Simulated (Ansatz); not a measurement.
# BaMoS2N, from a guessed structure to a relaxed one

Starting from a made-up structure for BaMoS2N, the aim is the relaxed cell, its shortest contacts and, where a second run follows, its electronic structure.

Calculated with Ansatz 0.2.0; DFT, r2SCAN, plane-wave PAW, files of the set soft_1, scalar-relativistic, no spin, cell and ions relaxed at zero pressure; PAW set soft_1.

### 1. The starting structure

Symmetry: Pmm2, No. 25, orthorhombic system. The conventional cell has a = 4.745 Å, b = 4.824 Å, c = 4.787 Å, α = 90.00°, β = 90.00°, γ = 90.00°. Ba has 4 N at 3.30 to 3.44 Å and 8 S at 3.37 to 3.42 Å nearest. Mo has 4 S at 2.28 to 2.50 Å and 2 N at 2.42 Å nearest. Nearest to S lie 2 Mo at 2.28 to 2.50 Å and 4 Ba at 3.38 Å. Nearest to S lie 2 Mo at 2.38 Å and 4 Ba at 3.37 to 3.42 Å. Nearest to N lie 2 Mo at 2.42 Å and 4 Ba at 3.30 to 3.44 Å. Farther neighbours and most contacts between anions are not listed.

Structure file:

```
Ba Mo S N
1.0
     4.74500    0.00000    0.00000
     0.00000    4.82400    0.00000
     0.00000    0.00000    4.78700
Ba Mo S N
1 1 2 1
Direct
  0.00000 0.00000 0.99080
  0.50000 0.50000 0.52150
  0.50000 0.50000 0.99860
  0.00000 0.50000 0.49820
  0.50000 0.00000 0.47020
```

### 2. Relaxing cell and atoms

The guess takes its coordinates from another compound and its volume from a rule, so the cell and any free coordinates are relaxed together.

input.yaml

```yaml
crystal:
  lattice:
    - [4.745, 0.0, 0.0]
    - [0.0, 4.824, 0.0]
    - [0.0, 0.0, 4.787]
  atoms:
    - { symbol: Ba, position: [0.0, 0.0, 0.9908] }
    - { symbol: Mo, position: [0.5, 0.5, 0.5215] }
    - { symbol: S, position: [0.5, 0.5, 0.9986] }
    - { symbol: S, position: [0.0, 0.5, 0.4982] }
    - { symbol: "N", position: [0.5, 0.0, 0.4702] }
kpoints:
  mp_grid: { grid: [6, 6, 6] }
scf:
  occupations: { method: fermi_dirac, width: 0.05 }
hamiltonian:
  xc: r2scan
  pseudopotentials: { kind: paw, azcp: { folder: soft_1 } }
relax:
  f_tol: 0.015
  max_steps: 70
  cell: {}
output:
  forces: true
  stress: true
```

Command:

```bash
$ ansatz run input.yaml --threads 4 --pin off --max-ram 10240MiB --backend cpu --events-out ev --progress --plain --runs-dir out
```

Numbers of over 12 decimals in the logs are rounded to 6 here.

What it wrote:

```text
Engine: ansatz 0.2.0, x86_64-unknown-linux-gnu
Pseudopotentials: kind: paw
Pseudopotential: Ba, paw, valence charge 10, recommended cutoff 500 eV (meta_gga), soft_1/Ba.paw.azcp
Pseudopotential: Mo, paw, valence charge 14, recommended cutoff 500 eV (meta_gga), soft_1/Mo.paw.azcp
Pseudopotential: S, paw, valence charge 6, recommended cutoff 500 eV (meta_gga), soft_1/S.paw.azcp
Pseudopotential: N, paw, valence charge 5, recommended cutoff 500 eV (meta_gga), soft_1/N.paw.azcp
Functional definition: r2SCAN
  parameter k0 = 0.174
  parameter k1 = 0.065
  parameter a1 = 4.9479
  exchange = r2scan_x(k0 = k0, k1 = k1, a1 = a1)
  correlation = r2scan_c
Crystal: 5 atoms, lattice volume = 109.574 Å³
Basis set: ecut = 500 eV, 2801 PW (Γ), exchange–correlation on 144×144×144 points (64 copies of the dense FFT grid, shifted against one another)
Bands: 26, of which v1, the nominal top of the filled ones, is band 21 counted from 1 (20 counted from 0)
Symmetry: 4 space group operations
Space group: Pmm2 (ITA 25), of the structure as read, at distance tolerance 4.8e-5 Å
k-points: 64 of 216 (time reversal used)
Non-local potential: Ba, projectors of the file, l = 0: 3, l = 1: 2, l = 2: 2, l = 3: 2
Non-local potential: Mo, projectors of the file, l = 0: 3, l = 1: 2, l = 2: 2, l = 3: 1
Non-local potential: S, projectors of the file, l = 0: 2, l = 1: 2, l = 2: 1
Non-local potential: N, projectors of the file, l = 0: 2, l = 1: 2, l = 2: 1
PAW form: soft (Blöchl's): semilocal exchange-correlation on the pseudo side does not see the compensation charge
PAW frozen core: Ba, regenerated for the run's functional (the file was generated under x = pbe(κ = 0.804, μ = 0.219515), c = pbe(β = 0.066725))
PAW frozen core: Mo, regenerated for the run's functional (the file was generated under x = pbe(κ = 0.804, μ = 0.219515), c = pbe(β = 0.066725))
PAW frozen core: S, regenerated for the run's functional (the file was generated under x = pbe(κ = 0.804, μ = 0.219515), c = pbe(β = 0.066725))
PAW frozen core: N, regenerated for the run's functional (the file was generated under x = pbe(κ = 0.804, μ = 0.219515), c = pbe(β = 0.066725))
PAW one-centre angular grid: Ba, 302 points (default); XC on 160 Gauss nodes
PAW one-centre angular grid: Mo, 590 points (default); XC on 160 Gauss nodes
PAW one-centre angular grid: S, 302 points (default); XC on 160 Gauss nodes
PAW one-centre angular grid: N, 302 points (default); XC on 160 Gauss nodes
Initial density: superposition of atomic densities (chi_scale 0.1, normalization cell, long waves kept (reshape's long-wave potential 0.00 eV rms))
Initial wavefunctions: pseudopotential atomic-orbital guess
Functional: x = r2scan, c = r2scan; τ floored in thin density (d = 2e-4 eV/Å³)
SCF iter   1: F=—  HF=-13136.956325 eV  |F-HF|=—  |Δ(HF+E_count)|=         —  Δρ=1.05e-1  dr2=2.92e1  dr2_τ=1.17e0  ethr=3.10e-3  ⟨swp⟩=8.9  Hψ=9398  notcnv=0
preconditioner: auto → Kerker (q_TF=auto, 2.316 Å⁻¹)  [metal: Δε(μ)=0.048 eV  Ē_g=10.321 eV  σ=0.050 eV  W_gap=0.23  n_scr=26 (ndim 8)  ℏωp=19.8 eV  f_vac=0.000  D(μ)=1.78/eV (n_scr^D=6)]
SCF iter   2: F=—  HF=-13132.148635 eV  |F-HF|=—  |Δ(HF+E_count)|=    4.81e0  Δρ=6.38e-2  dr2=6.44e0  dr2_τ=1.76e0  ethr=3.10e-3  ⟨swp⟩=3.9  Hψ=4865  notcnv=0  defer=4
SCF iter   3: F=—  HF=-13131.942445 eV  |F-HF|=—  |Δ(HF+E_count)|=   2.06e-1  Δρ=3.53e-2  dr2=3.35e0  dr2_τ=2.17e-1  ethr=3.10e-3  ⟨swp⟩=3.3  Hψ=3485  notcnv=0
SCF iter   4: F=—  HF=-13131.582772 eV  |F-HF|=—  |Δ(HF+E_count)|=   3.60e-1  Δρ=1.33e-2  dr2=5.59e-1  dr2_τ=6.84e-3  ethr=3.10e-3  ⟨swp⟩=3.4  Hψ=2724  notcnv=0  defer=3
SCF iter   5: F=—  HF=-13131.497898 eV  |F-HF|=—  |Δ(HF+E_count)|=   8.49e-2  Δρ=4.80e-3  dr2=7.77e-2  dr2_τ=9.30e-4  ethr=1.36e-3  ⟨swp⟩=4.4  Hψ=2783  notcnv=0  defer=5
SCF iter   6: F=—  HF=-13131.486548 eV  |F-HF|=—  |Δ(HF+E_count)|=   1.14e-2  Δρ=2.63e-3  dr2=1.51e-2  dr2_τ=9.02e-4  ethr=1.89e-4  ⟨swp⟩=4.5  Hψ=3232  notcnv=0  defer=4
SCF iter   7: F=—  HF=-13131.485649 eV  |F-HF|=—  |Δ(HF+E_count)|=   8.99e-4  Δρ=1.65e-3  dr2=5.99e-3  dr2_τ=4.67e-4  ethr=3.69e-5  ⟨swp⟩=2.7  Hψ=2803  notcnv=0
SCF iter   8: F=—  HF=-13131.485228 eV  |F-HF|=—  |Δ(HF+E_count)|=   4.21e-4  Δρ=5.71e-4  dr2=7.49e-4  dr2_τ=5.39e-6  ethr=1.46e-5  ⟨swp⟩=1.1  Hψ=1736  notcnv=0
SCF iter   9: F=—  HF=-13131.485170 eV  |F-HF|=—  |Δ(HF+E_count)|=   5.70e-5  Δρ=1.03e-4  dr2=2.40e-5  dr2_τ=3.77e-7  ethr=1.83e-6  ⟨swp⟩=1.0  Hψ=1666  notcnv=0
SCF iter  10: F=—  HF=-13131.485170 eV  |F-HF|=—  |Δ(HF+E_count)|=   8.89e-7  Δρ=1.32e-5  dr2=3.25e-7  dr2_τ=3.24e-8  ethr=5.86e-8  ⟨swp⟩=2.2  Hψ=2403  notcnv=0
SCF iter  11: F=-13131.485170 eV  HF=-13131.485170 eV  |F-HF|=1.39e-8  |Δ(HF+E_count)|=   2.91e-8  Δρ=3.17e-6  dr2=2.74e-8  dr2_τ=1.38e-9  ethr=2.44e-10  ⟨swp⟩=5.1  Hψ=6527  notcnv=0
SCF 1 converged in 11 iterations: F = -13131.485170 eV  dr2 = 2.74e-8
  greatest PAW one-centre occupation: 1.000 electrons in one spin orbital (limit 2), on the Mo atom at site 1 (counted from 0), in its partial waves of l = 0
relax step   1: F+E_penalty+E_count = -13131.48516962 eV  Δ(F+E_penalty+E_count) = +0.000e0 eV  max|allowed force component| = 9.559e-1 eV/Å  Δτ_max = 0.0000 Å  P = -10.138 GPa  Ω = 109.574 Å³  (11 SCF iters, dr2 threshold 1.00e-7 eV, accepted)
Crystal: 5 atoms, lattice volume = 102.995 Å³
Basis set: ecut = 500 eV, 2605 PW (Γ), exchange–correlation on 144×144×144 points (64 copies of the dense FFT grid, shifted against one another)
Initial density: handed on by an earlier stage of this run
Initial wavefunctions: those handed on with the density
iter 1 solved again at ethr=7.51e-4 eV; its pass at ethr=3.10e-3 eV (dr2=3.08e-1 eV) is discarded
SCF iter   1: F=—  HF=-13132.165152 eV  |F-HF|=—  |Δ(HF+E_count)|=         —  Δρ=1.27e-2  dr2=3.07e-1  dr2_τ=2.30e-1  ethr=7.51e-4  ⟨swp⟩=1.0  Hψ=10829  notcnv=0
preconditioner: auto → Kerker (q_TF=auto, 2.340 Å⁻¹)  [metal: Δε(μ)=0.003 eV  Ē_g=9.497 eV  σ=0.050 eV  W_gap=0.02  n_scr=26 (ndim 8)  ℏωp=20.4 eV  f_vac=0.000  D(μ)=2.60/eV (n_scr^D=18)]
SCF iter   2: F=—  HF=-13132.353016 eV  |F-HF|=—  |Δ(HF+E_count)|=   1.88e-1  Δρ=1.04e-2  dr2=1.62e-1  dr2_τ=3.09e-2  ethr=7.48e-4  ⟨swp⟩=2.9  Hψ=3283  notcnv=0
SCF iter   3: F=—  HF=-13132.343755 eV  |F-HF|=—  |Δ(HF+E_count)|=   9.26e-3  Δρ=4.27e-3  dr2=2.65e-2  dr2_τ=1.71e-3  ethr=3.96e-4  ⟨swp⟩=2.0  Hψ=2338  notcnv=0
SCF iter   4: F=—  HF=-13132.341605 eV  |F-HF|=—  |Δ(HF+E_count)|=   2.15e-3  Δρ=1.67e-3  dr2=5.07e-3  dr2_τ=3.70e-4  ethr=6.45e-5  ⟨swp⟩=1.5  Hψ=1992  notcnv=0
[...]
SCF iter   2: F=—  HF=-13133.150996 eV  |F-HF|=—  |Δ(HF+E_count)|=   1.65e-1  Δρ=6.75e-3  dr2=5.38e-2  dr2_τ=9.39e-3  ethr=4.53e-4  ⟨swp⟩=2.9  Hψ=3315  notcnv=0
SCF iter   3: F=—  HF=-13133.148098 eV  |F-HF|=—  |Δ(HF+E_count)|=   2.90e-3  Δρ=3.92e-3  dr2=2.04e-2  dr2_τ=1.72e-3  ethr=1.31e-4  ⟨swp⟩=2.0  Hψ=2210  notcnv=0
SCF iter   4: F=—  HF=-13133.145962 eV  |F-HF|=—  |Δ(HF+E_count)|=   2.14e-3  Δρ=1.46e-3  dr2=4.68e-3  dr2_τ=3.58e-4  ethr=4.97e-5  ⟨swp⟩=2.2  Hψ=2613  notcnv=0
SCF iter   5: F=—  HF=-13133.145623 eV  |F-HF|=—  |Δ(HF+E_count)|=   3.39e-4  Δρ=6.60e-4  dr2=5.90e-4  dr2_τ=1.72e-5  ethr=1.14e-5  ⟨swp⟩=2.1  Hψ=2135  notcnv=0  defer=1
SCF iter   6: F=—  HF=-13133.145606 eV  |F-HF|=—  |Δ(HF+E_count)|=   1.77e-5  Δρ=1.85e-4  dr2=5.64e-5  dr2_τ=3.15e-6  ethr=1.44e-6  ⟨swp⟩=2.0  Hψ=2585  notcnv=0  defer=1
SCF iter   7: F=—  HF=-13133.145604 eV  |F-HF|=—  |Δ(HF+E_count)|=   1.81e-6  Δρ=3.88e-5  dr2=1.96e-6  dr2_τ=1.31e-7  ethr=1.38e-7  ⟨swp⟩=2.6  Hψ=2749  notcnv=0  defer=1
SCF iter   8: F=-13133.145604 eV  HF=-13133.145604 eV  |F-HF|=2.73e-10  |Δ(HF+E_count)|=   4.13e-7  Δρ=1.07e-5  dr2=1.89e-7  dr2_τ=9.63e-9  ethr=1.22e-9  ⟨swp⟩=5.0  Hψ=6489  notcnv=0
SCF 3 converged in 8 iterations: F = -13133.145604 eV  dr2 = 1.89e-7
relax step   3: F+E_penalty+E_count = -13133.14560420 eV  Δ(F+E_penalty+E_count) = -8.044e-1 eV  max|allowed force component| = 8.364e-1 eV/Å  Δτ_max = 0.0499 Å  P = -3.699 GPa  Ω = 97.854 Å³  energy of the carried Pulay correction = +1.720e-3 eV  (8 SCF iters, dr2 threshold 5.00e-7 eV, accepted)
[...]
relax step   4: F+E_penalty+E_count = -13133.78990740 eV  Δ(F+E_penalty+E_count) = -6.443e-1 eV  max|allowed force component| = 2.392e-1 eV/Å  Δτ_max = 0.0297 Å  P = +0.152 GPa  Ω = 94.239 Å³  energy of the carried Pulay correction = +2.291e-3 eV  (8 SCF iters, dr2 threshold 5.00e-7 eV, accepted)
[...]
relax step   5: F+E_penalty+E_count = -13134.10610299 eV  Δ(F+E_penalty+E_count) = -3.162e-1 eV  max|allowed force component| = 8.845e-2 eV/Å  Δτ_max = 0.0093 Å  P = +1.339 GPa  Ω = 94.531 Å³  energy of the carried Pulay correction = +2.244e-3 eV  (8 SCF iters, dr2 threshold 5.00e-7 eV, accepted)
[...]
relax step   6: F+E_penalty+E_count = -13134.12114417 eV  Δ(F+E_penalty+E_count) = -1.504e-2 eV  max|allowed force component| = 2.214e-3 eV/Å  Δτ_max = 0.0076 Å  P = -0.070 GPa  Ω = 96.158 Å³  energy of the carried Pulay correction = +1.985e-3 eV  (7 SCF iters, dr2 threshold 5.00e-7 eV, accepted)
[...]
relax step   7: F+E_penalty+E_count = -13134.12136069 eV  Δ(F+E_penalty+E_count) = -2.165e-4 eV  max|allowed force component| = 2.085e-4 eV/Å  Δτ_max = 0.0003 Å  P = -0.004 GPa  Ω = 96.039 Å³  energy of the carried Pulay correction = +2.004e-3 eV  (5 SCF iters, dr2 threshold 1.18e-7 eV, accepted)
Basis set: ecut = 500 eV, 2443 PW (Γ), exchange–correlation on 160×120×160 points (64 copies of the dense FFT grid, shifted against one another)
Initial wavefunctions: pseudopotential atomic-orbital guess (no wavefunctions were taken with the density)
iter 1 solved again at ethr=4.03e-7 eV; its pass at ethr=3.10e-3 eV (dr2=1.65e-4 eV) is discarded
SCF iter   1: F=—  HF=-13134.120303 eV  |F-HF|=—  |Δ(HF+E_count)|=         —  Δρ=2.26e-4  dr2=3.43e-6  dr2_τ=3.75e-5  ethr=4.03e-7  ⟨swp⟩=3.8  Hψ=13383  notcnv=0
preconditioner: auto → Kerker (q_TF=auto, 2.367 Å⁻¹)  [metal: Δε(μ)=0.021 eV  Ē_g=9.808 eV  σ=0.050 eV  W_gap=0.10  n_scr=18 (ndim 8)  ℏωp=21.1 eV  f_vac=0.000  D(μ)=2.50/eV (n_scr^D=18)]
SCF iter   2: F=—  HF=-13134.120424 eV  |F-HF|=—  |Δ(HF+E_count)|=   1.21e-4  Δρ=1.16e-4  dr2=9.69e-7  dr2_τ=3.35e-6  ethr=8.36e-9  ⟨swp⟩=2.0  Hψ=2782  notcnv=0
SCF iter   3: F=—  HF=-13134.120450 eV  |F-HF|=—  |Δ(HF+E_count)|=   2.57e-5  Δρ=1.31e-5  dr2=1.86e-7  dr2_τ=3.04e-8  ethr=2.36e-9  ⟨swp⟩=2.0  Hψ=2979  notcnv=0
SCF iter   4: F=—  HF=-13134.120450 eV  |F-HF|=—  |Δ(HF+E_count)|=   9.15e-9  Δρ=4.12e-6  dr2=1.08e-8  dr2_τ=2.62e-9  ethr=4.53e-10  ⟨swp⟩=2.0  Hψ=2174  notcnv=0
SCF iter   5: F=—  HF=-13134.120450 eV  |F-HF|=—  |Δ(HF+E_count)|=   7.58e-9  Δρ=1.45e-6  dr2=2.68e-9  dr2_τ=3.36e-10  ethr=2.64e-11  ⟨swp⟩=2.0  Hψ=2769  notcnv=0
SCF iter   6: F=—  HF=-13134.120450 eV  |F-HF|=—  |Δ(HF+E_count)|=   2.03e-9  Δρ=4.97e-7  dr2=5.02e-10  dr2_τ=3.63e-11  ethr=6.55e-12  ⟨swp⟩=2.6  Hψ=2718  notcnv=0
SCF iter   7: F=-13134.120450 eV  HF=-13134.120450 eV  |F-HF|=3.64e-12  |Δ(HF+E_count)|=  7.28e-12  Δρ=1.54e-7  dr2=3.92e-11  dr2_τ=3.14e-12  ethr=1.00e-12  ⟨swp⟩=3.6  Hψ=7276  notcnv=0
SCF 8 converged in 7 iterations: F = -13134.120450 eV  dr2 = 3.92e-11
relax step   8: F+E_penalty+E_count = -13134.12044984 eV  Δ(F+E_penalty+E_count) = +9.109e-4 eV  max|allowed force component| = 2.568e-4 eV/Å  Δτ_max = 0.0000 Å  P = -0.007 GPa  Ω = 96.039 Å³  stress off target by 1.59e-2 GPa  SCF on the basis re-selected at this cell (its energy is not comparable with the rows above)  (7 SCF iters)
basis re-selected at this cell: Δ(F+E_penalty+E_count) = +9.109e-4 eV, ΔP = -0.003 GPa vs the last step (what re-selecting the basis moved, of the pressure what is left beyond the Pulay correction that the steps carried, after the strain that the cell walked since its last selection, with what the two solves' SCF thresholds leave and, on support functions, any second-order correction that the steps lacked; it is no measure of the basis error at this ecutwfc). The dense FFT grid was sized anew with the basis: this SCF ran on 40×30×40 points, the steps before it on 36×36×36, so part of this shift can come from that change (see relax.cell in the input reference). [rest of the remark cut]
SCF converged after 7 iterations
Free energy (F): -13134.120450 eV
Harris-Foulkes:  -13134.120450 eV  (|F-HF|=3.64e-12)
Internal energy: -13134.100764 eV  (E = F + TS)
E sigma→0 (E₀):  -13134.110607 eV
Entropy (-TS):   -0.019685 eV (-3.937 meV/atom)
Fermi energy:    10.430509 eV
--- Per-component energies (eV) ---
  E_band       = -200.153981
  E_kinetic    = 918.001294
  E_local      = -2088.465918  (includes V_loc(G=0)·N_el)
  E_nonlocal   = 341.432308
  E_hartree    = 740.183687
  E_xc         = -581.951916
  E_vxc        = -645.724706  (∫ρ·V_xc dr)
  E_paw        = -9815.061182  (= ΣΔE_a)
  E_vpaw       = -241.880868  (= ΣTr[D̂ρ^β])
  E_aug_tail   = 0.000027  (compensation charges beyond the density's cutoff)
  E_vtau       = 36.116458  (kinetic-family band-sum trace: ∫τ·v_τ [+ j·A + Jᵃ·Aᵃ] dr)
  E_ewald      = -2647.839184
  E_core_change = -0.399880  (= ΣΔE_core)
  E_smearing   = -0.019685  (= −TS)
  E_closure    = -0.000000  (closes the sum)
  Σ components = -13134.120450   (vs F -13134.120450, Δ=0.00e0)
--- Forces (eV/Å), atoms counted from 1 ---
  atom   1  Ba     0.00000000    -0.00000000    -0.00002516
  atom   2  Mo     0.00000000    -0.00000000    -0.00025487
  atom   3  S      0.00000000     0.00000000     0.00017567
  atom   4  S      0.00000000     0.00000000     0.00003093
  atom   5  N      0.00000000     0.00000000     0.00008292
  max |Σ_I F_I| component: 9.48e-6 eV/Å
--- Stress (GPa, compression-positive) ---
       -0.002381       0.000000      -0.000000
        0.000000      -0.015910       0.000000
       -0.000000       0.000000      -0.002759
  P = ⅓ Tr σ = -0.0070 GPa (-0.070 kbar)
--- Relaxed structure (7 steps of the walk, 7 accepted, 1 SCFs on fresh bases) ---
  F+E_penalty+E_count = -13134.12044984 eV   max|allowed force component| = 2.568e-4 eV/Å   (the final SCF, on the basis selected at the relaxed cell)
  cell:  # Å, volume = 96.0388 Å³
    - [4.958553, 0.0, 0.0]
    - [0.0, 3.906023, 0.0]
    - [0.0, 0.0, 4.958574]
  atoms:
    - { symbol: Ba, position: [0.0, 0.0, 0.995862] }
    - { symbol: Mo, position: [0.5, 0.500000, 0.495868] }
    - { symbol: S, position: [0.5, 0.500000, 0.995854] }
    - { symbol: S, position: [0.0, 0.500000, 0.495858] }
    - { symbol: N, position: [0.5, 0.0, 0.495858] }
```

Wall time 69 s (4 threads of Intel Xeon 6975P-C (Granite Rapids), shared host); peak memory 0.75 GiB.

This run has no spin polarisation although its electron count is odd.

The steps of the relaxation:

```
step  energy less that of the first step (eV)  largest force component (eV/Å)  pressure (GPa)  volume (Å³)
   1                                   0.0000                          0.9559          -10.14       109.57
   2                                  -0.8560                          1.0542           -7.18       103.00
   3                                  -1.6604                          0.8364           -3.70        97.85
   4                                  -2.3047                          0.2392            0.15        94.24
   5                                  -2.6209                          0.0884            1.34        94.53
   6                                  -2.6360                          0.0022           -0.07        96.16
   7                                  -2.6362                          0.0002            0.00        96.04
  8*                                  -2.6353                          0.0003           -0.01        96.04
```

Relaxation steps marked * repeat the geometry before them on a plane-wave basis chosen anew for their cell, so energy and pressure can jump there.

The run keeps the 4 symmetry operations that it works with, so distortions that break them were not tested.

```
     cell as run  before  after   change
           a (Å)   4.745  4.959   +4.5 %
           b (Å)   4.824  3.906  -19.0 %
           c (Å)   4.787  4.959   +3.6 %
volume (Å³/atom)   21.91  19.21  -12.4 %
```

The atoms that moved most (Å, as changes of fractional coordinates times the final cell):

```
atom     dx     dy      dz  length
  N5  0.000  0.000   0.127   0.127
 Mo2  0.000  0.000  -0.127   0.127
 Ba1  0.000  0.000   0.025   0.025
  S3  0.000  0.000  -0.014   0.014
  S4  0.000  0.000  -0.012   0.012
```

The relaxed structure:

```
Ba Mo S N
1.0
     4.95855    0.00000    0.00000
     0.00000    3.90602    0.00000
     0.00000    0.00000    4.95857
Ba Mo S N
1 1 2 1
Cartesian
  0.0000 0.0000 4.9381
  2.4793 1.9530 2.4588
  2.4793 1.9530 4.9380
  0.0000 1.9530 2.4588
  2.4793 0.0000 2.4587
```

This step gave:

| Quantity | Value |
| --- | --- |
| free energy | -13134.1204 eV |
| energy at zero smearing | -13134.1106 eV |
| smearing term TS | 0.01969 eV |
| Fermi energy | 10.43 eV |
| electrons | 41 |
| symmetry operations | 4 |
| pressure | -0.007017 GPa |

The shortest distance of each pair, which need not be the same contact before and after:

```
pair  guess (Å)  relaxed (Å)
Mo–N      2.424        1.953
Mo–S      2.284        2.479
 N–S      3.304        3.156
Ba–S      3.373        3.156
 S–S      3.369        3.506
```

The relaxation ends with a largest force component of 2.6e-4 eV/Å and a pressure of -0.01 GPa.

### 3. Outcome

| Property | Result |
| --- | --- |
| space group, relaxed | P4/mmm |
| conventional cell | a = 4.959, b = 4.959, c = 3.906 Å; α = 90.0°, β = 90.0°, γ = 90.0° |
| volume per atom | 19.21 Å³ (guess 21.91) |

BaMoS2N relaxes to P4/mmm with a = 4.959, b = 4.959 and c = 3.906 Å. The guessed volume was 14 % too large. The symmetry rose from Pmm2 to P4/mmm, so the distortion of the structure type doesn't survive with these elements. Mesh and cutoff weren't tested. A vector of the cell changed its length by 19 %, more than the volume shows. Spin-orbit coupling is left out, which can matter for elements this heavy. No dispersion term is used, so weakly bound directions may come out too long. The runs have no spin, and magnetism wasn't tested. Nothing here tests whether the compound is stable against decomposition.

[Logs are printed without paths, hosts, clocks, repeated set-up lines and the standing remarks that a program may print on its own settings, such as how far it seeks lower states.]

[Hosts, paths, dates, database ids (printed as entryN), source tags and the programs' standing remarks are cut or masked in the printed files.]
